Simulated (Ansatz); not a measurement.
# Twisted graphene double bilayer, 38.21° (56 atoms): support functions against a reference

Aim: test how closely localised support functions follow the reference on twisted graphene double bilayer, 38.21° (56 atoms), and at what cost.

Main program and level: Ansatz 0.2.0; Kohn-Sham DFT, PBE+D4, PAW (set soft_2), plane waves.

## (1) The structure

The cell holds 56 atoms: 56 C. Cell: a = 6.508 Å, b = 6.509 Å, c = 24.180 Å, α = 90.0°, β = 90.0°, γ = 120.0°. It derives from C (graphene). Graphene (a = 2.46 Å) under graphene (a = 2.46 Å), double bilayer, commensurate cell of 7 unit cells a layer, twist 38.21 deg; facing planes 3.33, 3.52, 3.33 Å apart as built; 14 Å of vacuum; minimised with a classical potential. Regions: layer 1, 14 atoms (14 C); layer 2, 14 atoms (14 C); layer 3, 14 atoms (14 C); layer 4, 14 atoms (14 C). Vacuum lies along c.

Before any run, some limits are plain. The cell is under 6 Å thick along two periodic directions, so every atom has periodic images of itself close by, which move with it and show among its neighbours and in g(r). Beside vacuum, support functions can miss their usual error bounds without a warning.

## (2) Plane-wave single point

The first run fixes the reference, at a cutoff of 420 eV.

The input, input.yaml:

```yaml
crystal:
  lattice:
    - [6.5085, 0.0, 0.0]
    - [-3.25425, 5.63653, 0.0]
    - [0.0, 0.0, 24.18]
  atoms:
    - { symbol: C, position: [0.19048, 0.2381, 0.29087] }
    - { symbol: C, position: [0.2381, 0.04762, 0.29084] }
    - { symbol: C, position: [0.33333, 0.66667, 0.29087] }
    - { symbol: C, position: [0.38095, 0.47619, 0.29084] }
    - { symbol: C, position: [0.47619, 0.09524, 0.29087] }
    - { symbol: C, position: [0.52381, 0.90476, 0.29084] }
    - { symbol: C, position: [0.61905, 0.52381, 0.29087] }
    - { symbol: C, position: [0.66667, 0.33333, 0.29084] }
    - { symbol: C, position: [0.7619, 0.95238, 0.29087] }
    - { symbol: C, position: [0.80952, 0.7619, 0.29084] }
    - { symbol: C, position: [0.90476, 0.38095, 0.29087] }
    - { symbol: C, position: [0.95238, 0.19048, 0.29084] }
    - { symbol: C, position: [0.04762, 0.80952, 0.29087] }
    - { symbol: C, position: [0.09524, 0.61905, 0.29084] }
    - { symbol: C, position: [0.38095, 0.47619, 0.43042] }
    - { symbol: C, position: [0.42857, 0.28571, 0.43035] }
    - { symbol: C, position: [0.52382, 0.90477, 0.43042] }
    - { symbol: C, position: [0.57143, 0.71429, 0.43037] }
    - { symbol: C, position: [0.66667, 0.33334, 0.43037] }
    - { symbol: C, position: [0.7143, 0.14287, 0.43035] }
    - { symbol: C, position: [0.80952, 0.76191, 0.4304] }
    - { symbol: C, position: [0.85714, 0.57143, 0.43035] }
    - { symbol: C, position: [0.95239, 0.19048, 0.4304] }
    - { symbol: C, position: [0.0, 0.0, 0.4304] }
    - { symbol: C, position: [0.09524, 0.61906, 0.43042] }
    - { symbol: C, position: [0.14286, 0.42858, 0.43037] }
    - { symbol: C, position: [0.2381, 0.04762, 0.4304] }
    - { symbol: C, position: [0.28572, 0.85714, 0.43037] }
    - { symbol: C, position: [0.61904, 0.09524, 0.56965] }
    - { symbol: C, position: [0.66667, 0.33333, 0.56963] }
    - { symbol: C, position: [0.4762, 0.38096, 0.56965] }
    - { symbol: C, position: [0.52381, 0.61905, 0.5696] }
    - { symbol: C, position: [0.19047, 0.95238, 0.56963] }
    - { symbol: C, position: [0.2381, 0.19048, 0.56958] }
    - { symbol: C, position: [0.33333, 0.66667, 0.5696] }
    - { symbol: C, position: [0.38095, 0.90476, 0.5696] }
    - { symbol: C, position: [0.04762, 0.23809, 0.56963] }
    - { symbol: C, position: [0.09524, 0.47619, 0.5696] }
    - { symbol: C, position: [0.76191, 0.80953, 0.56963] }
    - { symbol: C, position: [0.80952, 0.04761, 0.56958] }
    - { symbol: C, position: [0.90476, 0.5238, 0.56965] }
    - { symbol: C, position: [0.95239, 0.7619, 0.56958] }
    - { symbol: C, position: [0.38095, 0.90476, 0.70916] }
    - { symbol: C, position: [0.42857, 0.14285, 0.70913] }
    - { symbol: C, position: [0.23809, 0.19047, 0.70916] }
    - { symbol: C, position: [0.28571, 0.42857, 0.70913] }
    - { symbol: C, position: [0.95238, 0.7619, 0.70916] }
    - { symbol: C, position: [0.0, 0.0, 0.70913] }
    - { symbol: C, position: [0.09523, 0.47619, 0.70916] }
    - { symbol: C, position: [0.14285, 0.71428, 0.70913] }
    - { symbol: C, position: [0.80952, 0.04762, 0.70916] }
    - { symbol: C, position: [0.85714, 0.28571, 0.70913] }
    - { symbol: C, position: [0.5238, 0.61904, 0.70916] }
    - { symbol: C, position: [0.57142, 0.85714, 0.70913] }
    - { symbol: C, position: [0.66666, 0.33333, 0.70916] }
    - { symbol: C, position: [0.71428, 0.57142, 0.70913] }
kpoints:
  mp_grid: { grid: [3, 3, 1] }
hamiltonian:
  xc: pbe
  dispersion: d4
scf:
  occupations: { method: fermi_dirac, width: 0.025 }
output:
  forces: true
  populations: true
  dos:
    method: { smearing: { sigma: 0.15 } }
    de: 0.1
    projected:
      site_lists:
        C: [C]
        layer_1: [0, 1, 2, 3, 4, 5, 6, 7, 8, 9, 10, 11, 12, 13]
        layer_2: [14, 15, 16, 17, 18, 19, 20, 21, 22, 23, 24, 25, 26, 27]
        layer_3: [28, 29, 30, 31, 32, 33, 34, 35, 36, 37, 38, 39, 40, 41]
        layer_4: [42, 43, 44, 45, 46, 47, 48, 49, 50, 51, 52, 53, 54, 55]
  eigenvalues: true
  write_density: true
  write_potential: true
  volumetric_format: npy
  elf: true
```

Run with:

```bash
$ ansatz run input.yaml --threads 4 --pin off --max-ram 8192MiB --backend cpu --events-out ev --progress --plain --runs-dir out
```

Numbers of over 12 decimals in the logs are rounded to 6 here.

The program printed:

```text
Warning: at least one further symmetry operation maps every atom of the structure, as the run holds it, onto an atom to within 1.44e-5 (fractional), and is not used: to satisfy it, and what else the atoms miss by up to 2.00e-5, twice crystal.symmetry.tolerance (1.0e-5), an atom would have to move by the tolerance or more, and atoms are only ever moved by less. [...]
Engine: ansatz 0.2.0, aarch64-unknown-linux-gnu
Pseudopotentials: kind: paw
Pseudopotential: C, paw, valence charge 4, recommended cutoff 420 eV (normal), C.paw.azcp
[... 5 lines on functional and potentials left out ...]
Crystal: 56 atoms, lattice volume = 887.052 Å³
Basis set: ecut = 420 eV, 17313 PW (Γ), exchange–correlation on 90×90×324 points (8 copies of the dense FFT grid, shifted against one another)
Bands: 168, of which v1, the nominal top of the filled ones, is band 112 counted from 1 (111 counted from 0)
Symmetry: 1 space group operations
Space group: P1 (ITA 1), of the structure as read, at distance tolerance 9.6e-5 Å
k-points: 5 of 9 (time reversal used)
[... 3 lines on functional and potentials left out ...]
Initial density: superposition of atomic densities (neutral atoms: chi_scale 0, normalization atom), corrected by the library's trained network
Initial wavefunctions: pseudopotential atomic-orbital guess
Functional: x = pbe(κ = 0.804, μ = 0.219515), c = pbe(β = 0.066725)
SCF iter   1: F=—  HF=-14060.528299 eV  |F-HF|=—  |Δ(HF+E_count)|=         —  Δρ=2.76e-3  dr2=1.99e-1  ethr=1.77e-3  ⟨swp⟩=11.2  Hψ=5555  notcnv=0  defer=145
preconditioner: auto → LDOS  [metal: Δε(μ)=0.045 eV  Ē_g=15.143 eV  σ=0.025 eV  W_gap=0.43  n_scr=148 (ndim 8)  ℏωp=18.7 eV  f_vac=0.442  D(μ)=14.56/eV (n_scr^D=78)  β→1.0]
SCF iter   2: F=—  HF=-14060.524795 eV  |F-HF|=—  |Δ(HF+E_count)|=   3.50e-3  Δρ=9.25e-4  dr2=1.26e-2  ethr=8.88e-5  ⟨swp⟩=3.2  Hψ=1458  notcnv=0  defer=250
SCF iter   3: F=—  HF=-14060.526281 eV  |F-HF|=—  |Δ(HF+E_count)|=   1.49e-3  Δρ=5.56e-4  dr2=9.73e-3  ethr=5.65e-6  ⟨swp⟩=2.0  Hψ=1168  notcnv=0  defer=250
SCF iter   4: F=—  HF=-14060.525860 eV  |F-HF|=—  |Δ(HF+E_count)|=   4.21e-4  Δρ=1.78e-4  dr2=8.61e-4  ethr=4.34e-6  ⟨swp⟩=1.2  Hψ=601  notcnv=0  defer=250
SCF iter   5: F=—  HF=-14060.525794 eV  |F-HF|=—  |Δ(HF+E_count)|=   6.56e-5  Δρ=7.28e-5  dr2=1.26e-4  ethr=3.84e-7  ⟨swp⟩=2.0  Hψ=949  notcnv=0  defer=250
SCF iter   6: F=—  HF=-14060.525906 eV  |F-HF|=—  |Δ(HF+E_count)|=   1.12e-4  Δρ=2.24e-5  dr2=4.67e-6  ethr=5.63e-8  ⟨swp⟩=2.4  Hψ=1085  notcnv=0  defer=250
SCF iter   7: F=—  HF=-14060.526276 eV  |F-HF|=—  |Δ(HF+E_count)|=   3.69e-4  Δρ=1.15e-5  dr2=1.68e-6  ethr=2.09e-9  ⟨swp⟩=2.0  Hψ=1238  notcnv=0  defer=250
SCF iter   8: F=—  HF=-14060.526276 eV  |F-HF|=—  |Δ(HF+E_count)|=   6.10e-7  Δρ=6.70e-6  dr2=6.47e-7  ethr=7.52e-10  ⟨swp⟩=2.0  Hψ=766  notcnv=0  defer=250
SCF iter   9: F=—  HF=-14060.526277 eV  |F-HF|=—  |Δ(HF+E_count)|=   6.52e-7  Δρ=3.44e-6  dr2=1.78e-7  ethr=2.89e-10  ⟨swp⟩=2.0  Hψ=905  notcnv=0  defer=250
SCF iter  10: F=-14060.526277 eV  HF=-14060.526277 eV  |F-HF|=1.66e-8  |Δ(HF+E_count)|=   2.05e-7  Δρ=1.81e-6  dr2=5.28e-8  ethr=4.46e-11  ⟨swp⟩=32.0  Hψ=9057  notcnv=0
SCF 1 converged in 10 iterations: F = -14060.526277 eV  dr2 = 5.28e-8
  greatest PAW one-centre occupation: 0.674 electrons in one spin orbital (limit 2), on the C atom at site 35 (counted from 0), in its partial waves of l = 0
WARN: The output density's exchange-correlation potential varies sharply where the density is thin. Do not read a vacuum level from v_tot or v_xc, or from such a field of the output density. On a cell that repeats whose density bears no net charge and no dipole along the vacuum's axis use v_es (v_loc + v_h of the components); [...]
SCF converged after 10 iterations
Free energy (F): -14060.526277 eV
Harris-Foulkes:  -14060.526277 eV  (|F-HF|=1.66e-8)
Internal energy: -14060.495494 eV  (E = F + TS)
E sigma→0 (E₀):  -14060.510886 eV
Entropy (-TS):   -0.030783 eV (-0.550 meV/atom)
Fermi energy:    2.005749 eV
--- Per-component energies (eV) ---
  E_band       = -1598.680411
  E_kinetic    = 5102.145650
  E_local      = -112811.059412  (includes V_loc(G=0)·N_el)
  E_nonlocal   = 1531.610176
  E_hartree    = 54146.461977
  E_xc         = -2691.037940
  E_vxc        = -3332.030043  (∫ρ·V_xc dr)
  E_paw        = -5564.327130  (= ΣΔE_a)
  E_vpaw       = -382.292347  (= ΣTr[D̂ρ^β])
  E_aug_tail   = 0.000422  (compensation charges beyond the density's cutoff)
  E_ewald      = 46234.543205
  E_disp       = -8.832442  (pairwise vdW)
  E_smearing   = -0.030783  (= −TS)
  E_closure    = 0.000000  (closes the sum)
  Σ components = -14060.526277   (vs F -14060.526277, Δ=0.00e0)
--- Forces (eV/Å), atoms counted from 1 ---
  atom   1  C     -0.00100448    -0.00063115    -0.01793123
  atom   2  C     -0.00117526    -0.00078542     0.05404302
  atom   3  C      0.00196864    -0.00113923    -0.01744619
  atom   4  C      0.00121115     0.00062306     0.05313641
  atom   5  C      0.00157033    -0.00106088    -0.01815871
  atom   6  C     -0.00120061     0.00153568     0.05313184
  atom   7  C     -0.00098595    -0.00117911    -0.01816034
  atom   8  C     -0.00197302     0.00113696     0.05446398
  atom   9  C      0.00105677    -0.00047800    -0.01792909
  atom  10  C     -0.00004084     0.00136284     0.05404206
  atom  11  C      0.00086333     0.00137268    -0.01815640
  atom  12  C      0.00145741    -0.00075752     0.05403806
  atom  13  C     -0.00030239     0.00128624    -0.01792929
  atom  14  C     -0.00145215    -0.00129151     0.05313057
[...]
atom  55  C      0.00154473    -0.00088207    -0.05445494
  atom  56  C     -0.00073766     0.00189744     0.01815870
  max |Σ_I F_I| component: 1.81e-6 eV/Å
--- Band table (eV; the first three rows and the last of 5) ---
  k-point 0: bands = ["-17.6543", "-17.5977", "-17.5075", "-17.4179", [... 152 levels ...], "10.3926", "10.3930", "10.3931", "10.4354", "10.4356", "10.4361", "10.4364", "10.9540", "10.9541", "10.9550", "10.9560", "10.9560"]
[...]
--- Löwdin populations: 56 sites ---
  site symbol       q [e]
     0      C      3.9614
     1      C      3.9595
     2      C      3.9614
[...]
55      C      3.9614
  spilling = 0.009211 (of n_electrons = 224.000000)
```

Wall time 36 s (4 threads of Arm Neoverse V2, shared host); peak memory 2.9 GiB; 2.3 min of CPU time.

The program notes that the atoms just miss a symmetry operation and the exchange-correlation potential is rough where the density is thin.

The run gave:

* free energy: -14060.5263 eV
* free energy per atom: -251.0808 eV/atom
* SCF cycles: 10
* r.m.s. force component: 0.02582 eV/Å
* longest force: 0.07317 eV/Å
* Fermi energy: 2.006 eV
* levels partly filled by over 2 per cent: 4
* potential in mid-vacuum, over the Fermi level: 4.255 eV
* potential 4.5 Å over the upper face: 4.255 eV
* potential 4.5 Å under the lower face: 4.255 eV
* spilling of the projection: 0.009211

The r.m.s. force component of 0.026 eV/Å sets the scale for the differences below.

## (3) Support functions medium

With localised support functions most steps grow linearly with size, though the diagonalisation grows faster unless the density matrix is cut; this run measures error and cost at this size. The level medium gives here a grid of 30×30×108 points and a radius of 3.40 Å.

This step: Kohn-Sham DFT, PBE+D4, PAW (set soft_2), localised support functions (medium) (Ansatz 0.2.0).

input.yaml, the sections that differ from step 2:

```yaml
scf:
  occupations: { method: fermi_dirac, width: 0.025 }
  eigensolver: { kind: { support_functions: { accuracy: medium } } }
  mixing: { beta: 0.2 }
  max_iter: 150
output:
  forces: true
  eigenvalues: true
# crystal, kpoints, hamiltonian: as in step 2
```

The program printed:

```text
Warning: scf.eigensolver.kind.support_functions: disabling space-group detection — the functions' gradient is summed over unrotated k-points, so no spatial operation reduces the k-mesh or symmetrises the density; time reversal is kept, so that k and −k are solved as one point where they differ and the mesh holds both, and exact exchange and, on two spinor components, a DFT+U term hold to it where the run has them: [...]
settings of this run that can trade accuracy for cost: scf.eigensolver.kind.support_functions [...]
[...]
Crystal: 56 atoms, lattice volume = 887.052 Å³
Basis set: ecut = 420 eV, 17313 PW (Γ), exchange–correlation on 90×90×324 points (8 copies of the dense FFT grid, shifted against one another)
Bands: 135, of which v1, the nominal top of the filled ones, is band 112 counted from 1 (111 counted from 0)
Symmetry: 1 space group operations
k-points: 5 of 9 (time reversal used)
[...]
Eigensolver: Support functions (medium, 30×30×108 points, laid for a spacing of at most 0.228497 Å, radius 3.396547 Å, 20 sites without an atom, 1 species' potentials softened for the grid, 1 wholly corrected for its errors in the mean over positions, 1 with the egg-box correction, energy correction by stochastic trace)
[...]
SCF iter   1: F=—  HF=-14072.025269 eV  |F-HF|=—  |Δ(HF+E_count)|=         —  Δρ=7.98e-2  dr2=5.44e1  ethr=1.00e-1
[...]
SCF iter  13: F=—  HF=-14060.734324 eV  |F-HF|=—  |Δ(HF+E_count)|=   3.63e-4  Δρ=1.40e-5  dr2=1.98e-6  ethr=3.37e-9  κ⁻¹=3.1e-7(r=7)
SCF iter  14: F=-14060.734326 eV  HF=-14060.734325 eV  |F-HF|=7.66e-7  |Δ(HF+E_count)|=   6.17e-7  Δρ=8.24e-6  dr2=7.84e-7  ethr=8.86e-10
SCF 1 converged in 14 iterations: F = -14060.738739 eV  dr2 = 7.84e-7
[...]
SCF converged after 14 iterations
Stability not checked: this state was not tested for a lower state beside it, because the mixer in use, unlike msr1, does not test its closes by its own steps (another_mixer; see scf.mixing.algorithm and scf.lower_state_search)
Free energy (F): -14060.738739 eV
[...]
Internal energy: -14060.707956 eV  (E = F + TS)
E sigma→0 (E₀):  -14060.723347 eV
Entropy (-TS):   -0.030783 eV (-0.550 meV/atom)
Fermi energy:    2.005183 eV
[...]
Σ components = -14060.738739   (vs F -14060.738739, Δ=0.00e0)
--- Forces (eV/Å), atoms counted from 1 ---
  atom   1  C     -0.00099515    -0.00095932    -0.01799690
  atom   2  C     -0.00105515    -0.00032993     0.05390076
  atom   3  C      0.00207592    -0.00141136    -0.01766721
  atom   4  C      0.00127791     0.00086960     0.05328076
[...]
atom  56  C     -0.00094582     0.00145367     0.01816596
  max |Σ_I F_I| component: 9.71e-4 eV/Å
--- Band table (eV; the first three rows and the last of 5) ---
[...]
```

Elapsed: 71 s, on 4 threads; peak memory 1.9 GiB; 4.3 min of CPU time.

The program notes that the band table was not solved further than the SCF left it and it switched symmetry off.

Keys that differ from the reference: support_functions.accuracy = "medium", scf.max_iter = 150 and scf.mixing.beta = 0.2.

Forces differ from the reference by 0.28 meV/Å r.m.s.; the energy by -3.8 meV/atom. It took 71 s and 14 cycles; the reference's time can't be set against it, since the two runs asked for unlike analyses.

## (4) Support functions low

The level low is asked for. Here it resolves to the same grid and radius as in the run with support functions medium, so the basis is not new.

This step: Kohn-Sham DFT, PBE+D4, PAW (set soft_2), localised support functions (low) (Ansatz 0.2.0).

input.yaml, the sections that differ from step 3:

```yaml
scf:
  occupations: { method: fermi_dirac, width: 0.025 }
  eigensolver: { kind: { support_functions: { accuracy: low } } }
  mixing: { beta: 0.2 }
  max_iter: 150
# crystal, kpoints, hamiltonian, output: as in step 3
```

The program printed:

```text
[...]
Crystal: 56 atoms, lattice volume = 887.052 Å³
Basis set: ecut = 420 eV, 17313 PW (Γ), exchange–correlation on 90×90×324 points (8 copies of the dense FFT grid, shifted against one another)
Bands: 135, of which v1, the nominal top of the filled ones, is band 112 counted from 1 (111 counted from 0)
Symmetry: 1 space group operations
k-points: 5 of 9 (time reversal used)
[...]
Eigensolver: Support functions (low, 30×30×108 points, laid for a spacing of at most 0.228497 Å, radius 3.396547 Å, 20 sites without an atom, 1 species' potentials softened for the grid, 1 wholly corrected for its errors in the mean over positions, 1 with the egg-box correction, energy correction by stochastic trace)
[...]
SCF iter   1: F=—  HF=-14072.026821 eV  |F-HF|=—  |Δ(HF+E_count)|=         —  Δρ=7.98e-2  dr2=5.44e1  ethr=1.00e-1
[...]
SCF iter  11: F=—  HF=-14060.733270 eV  |F-HF|=—  |Δ(HF+E_count)|=   6.81e-4  Δρ=6.23e-5  dr2=3.98e-5  ethr=3.78e-8  κ⁻¹=3.5e-7(r=7)
SCF iter  12: F=-14060.733758 eV  HF=-14060.733755 eV  |F-HF|=2.15e-6  |Δ(HF+E_count)|=   4.86e-4  Δρ=2.82e-5  dr2=9.36e-6  ethr=1.78e-8
SCF 1 converged in 12 iterations: F = -14060.738706 eV  dr2 = 9.36e-6
[...]
SCF converged after 12 iterations
[...]
Free energy (F): -14060.738706 eV
[...]
Internal energy: -14060.707923 eV  (E = F + TS)
E sigma→0 (E₀):  -14060.723315 eV
Entropy (-TS):   -0.030783 eV (-0.550 meV/atom)
Fermi energy:    2.006307 eV
[...]
Σ components = -14060.738706   (vs F -14060.738706, Δ=0.00e0)
--- Forces (eV/Å), atoms counted from 1 ---
  atom   1  C     -0.00091931    -0.00104117    -0.01817643
  atom   2  C     -0.00091753    -0.00024291     0.05366684
  atom   3  C      0.00203338    -0.00158343    -0.01779878
  atom   4  C      0.00121064     0.00092692     0.05317497
[...]
atom  56  C     -0.00109758     0.00133070     0.01826375
  max |Σ_I F_I| component: 9.22e-4 eV/Å
--- Band table (eV; the first three rows and the last of 5) ---
[...]
```

The job ended after 65 s (4 threads; peak memory 1.8 GiB).

Keys that differ from the reference: support_functions.accuracy = "low", scf.max_iter = 150 and scf.mixing.beta = 0.2.

Forces differ from the reference by 0.36 meV/Å r.m.s.; the energy by -3.8 meV/atom. It took 65 s and 12 cycles; the reference's time can't be set against it, since the two runs asked for unlike analyses.

(Continued in part 2 of 3.)

[Logs are printed without paths, hosts, clocks, repeated set-up lines and the standing remarks that a program may print on its own settings, such as how far it seeks lower states.]

[Hosts, paths, dates, database ids (printed as entryN), source tags and the programs' standing remarks are cut or masked in the printed files.]
